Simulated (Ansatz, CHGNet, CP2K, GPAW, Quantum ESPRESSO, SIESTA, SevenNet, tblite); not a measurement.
**A faulty CP2K run on glassy 76SiO2-24MgO (mol %) (94 atoms)**

Program: CP2K 2026.2, a calculation on a cell of 26 Si, 8 Mg and 60 O, 13.4 Å³ an atom.

File input.inp:

```
&GLOBAL
  PROJECT cell
  RUN_TYPE ENERGY_FORCE
  PRINT_LEVEL LOW
&END GLOBAL
&FORCE_EVAL
  METHOD QS
  STRESS_TENSOR ANALYTICAL
  &DFT
    BASIS_SET_FILE_NAME BASIS_MOLOPT
    POTENTIAL_FILE_NAME GTH_POTENTIALS
    &MGRID
      CUTOFF 1200
      REL_CUTOFF 60
      NGRIDS 5
    &END MGRID
    &QS
      EPS_DEFAULT 1.0E-12
    &END QS
    &SCF
      SCF_GUESS ATOMIC
      EPS_SCF 1.0E-06
      MAX_SCF 25
      &OT
        MINIMIZER DIIS
        PRECONDITIONER FULL_ALL
        ENERGY_GAP 0.001
      &END OT
      &OUTER_SCF
        EPS_SCF 1.0E-06
        MAX_SCF 1
      &END OUTER_SCF
      &PRINT
        &RESTART OFF
        &END RESTART
      &END PRINT
    &END SCF
    &XC
      &XC_FUNCTIONAL PBE
      &END XC_FUNCTIONAL
    &END XC
    &PRINT
      &MULLIKEN ON
      &END MULLIKEN
      &HIRSHFELD ON
        SHAPE_FUNCTION DENSITY
      &END HIRSHFELD
      &MO_CUBES
        NHOMO 1
        NLUMO 4
        WRITE_CUBE F
      &END MO_CUBES
    &END PRINT
  &END DFT
  &SUBSYS
    &CELL
      A 10.79285 0.00000 0.00000
      B 0.00000 10.79285 0.00000
      C 0.00000 0.00000 10.79285
    &END CELL
    &COORD
      Si 7.90092 6.48691 15.52976
      Si 4.00624 9.36020 18.78321
      Si 3.52858 2.35076 15.86016
      Si 2.31384 20.30898 5.68640
      Si 0.78093 9.36448 13.40335
      Si 17.90295 3.64218 17.02718
      Si 14.90342 19.87945 15.82121
      Si 16.24930 5.18080 4.62136
      Si 1.40564 7.05798 3.36664
      Si 14.05233 6.44898 9.56231
[... 80 atom lines left out ...]
      O 2.97567 20.20680 14.02785
      O 0.54333 3.57651 16.26929
      O 3.08111 13.78637 5.20609
      O 11.10786 14.12330 14.13370
    &END COORD
    &KIND Si
      BASIS_SET DZVP-MOLOPT-SR-GTH-q4
      POTENTIAL GTH-PBE-q4
    &END KIND
    &KIND Mg
      BASIS_SET DZVP-MOLOPT-SR-GTH-q10
      POTENTIAL GTH-PBE-q10
    &END KIND
    &KIND O
      BASIS_SET DZVP-MOLOPT-SR-GTH-q6
      POTENTIAL GTH-PBE-q6
    &END KIND
  &END SUBSYS
  &PRINT
    &FORCES ON
    &END FORCES
    &STRESS_TENSOR ON
    &END STRESS_TENSOR
  &END PRINT
&END FORCE_EVAL
```

Started as:

```console
OMP_NUM_THREADS=1 mpirun -np 4 cp2k.psmp -i input.inp > output.txt
```

Numbers of over 12 decimals in the logs are rounded to 6 here.

The log of the run:

```text
CP2K| version string:                                       CP2K version 2026.2
 CP2K| Input file name                                                 input.inp
 GLOBAL| Basis set file name                                        BASIS_MOLOPT
 GLOBAL| Potential file name                                      GTH_POTENTIALS
 GLOBAL| Run type                                                   ENERGY_FORCE
 GLOBAL| Total number of message passing processes                             4
 GLOBAL| Number of threads for this process                                    1
 TOTAL NUMBERS AND MAXIMUM NUMBERS
  Total number of            - Atomic kinds:                                   3
                             - Atoms:                                         94
                             - Shell sets:                                    94
                             - Shells:                                       470
                             - Primitive Cartesian functions:                460
                             - Cartesian basis functions:                   1276
[... lines left out ...]
 Number of electrons:                                                        544
[... lines left out ...]
  Step     Update method      Time    Convergence         Total energy    Change
[... lines left out ...]
  Core Hamiltonian energy:                                   1234.361852
  Hartree energy:                                            1518.122241
  Exchange-correlation energy:                               -326.758787
  Total energy:                                             -1498.080069
  outer SCF iter =    1 RMS gradient =   0.70E-03 energy =      -1498.0800687458
  ----------------------------------- OT ---------------------------------------
  Minimizer      : DIIS                : direct inversion
                                         in the iterative subspace
                                         using   7 DIIS vectors
                                         safer DIIS on
  Preconditioner : FULL_ALL            : diagonalization, state selective
  Precond_solver : DEFAULT
  stepsize       :    0.15000000                  energy_gap     :    0.00100000
  eps_taylor     :   0.10000E-15                  max_taylor     :             4
  ----------------------------------- OT ---------------------------------------
  Step     Update method      Time    Convergence         Total energy    Change
[...]
24 OT DIIS     0.15E+00    7.0     0.00490959     -1498.5451156834  1.57E-02
    25 OT DIIS     0.15E+00    8.2     0.00623086     -1498.5147128734  3.04E-02
  Leaving inner SCF loop after reaching    25 steps.
  Electronic density on regular grids:       -544.0000000023       -0.0000000023
  Core density on regular grids:              543.9999999997       -0.0000000003
  Total charge density on r-space grids:       -0.0000000026
  Total charge density g-space grids:          -0.0000000026
  Overlap energy of the core charge distribution:               5.248495
  Self energy of the core charge distribution:              -3929.053870
  Core Hamiltonian energy:                                   1233.410777
  Hartree energy:                                            1518.682724
  Exchange-correlation energy:                               -326.802840
  Total energy:                                             -1498.514713
  outer SCF iter =    2 RMS gradient =   0.62E-02 energy =      -1498.5147128734
  outer SCF loop FAILED to converge after    2 iterations or   50 steps
 *   ___                                                                       *
 *  /   \                                                                      *
 * [ABORT]                                                                     *
 *  \___/     SCF run NOT converged. To continue the calculation regardless,   *
 *    |             please set the keyword IGNORE_CONVERGENCE_FAILURE.         *
 *  O/|                                                                        *
 * /| |                                                                        *
```

It took 4.9 min on 4 MPI ranks of Arm Neoverse V1, shared host; peak memory 5.9 GiB; 15 min of CPU time.

Banners, paths, timers and routine set-up lines are dropped from the logs unmarked, and long logs keep their key lines alone; longer cuts are marked.

Q: Name the fault.

Coordinates in bohr read as angstrom: coordinates scaled by 1.8897. Mend: give the lengths in ångström, or name the unit.

The run ended unconverged.

[Also dropped from logs without a mark: logging warnings of Python, and SIESTA's first energy breakdown and zero terms.]

[Logs are printed without paths, hosts, clocks, repeated set-up lines and the standing remarks that a program may print on its own settings, such as how far it seeks lower states.]

[Hosts, paths, dates, database ids (printed as entryN), source tags and the programs' standing remarks are cut or masked in the printed files.]
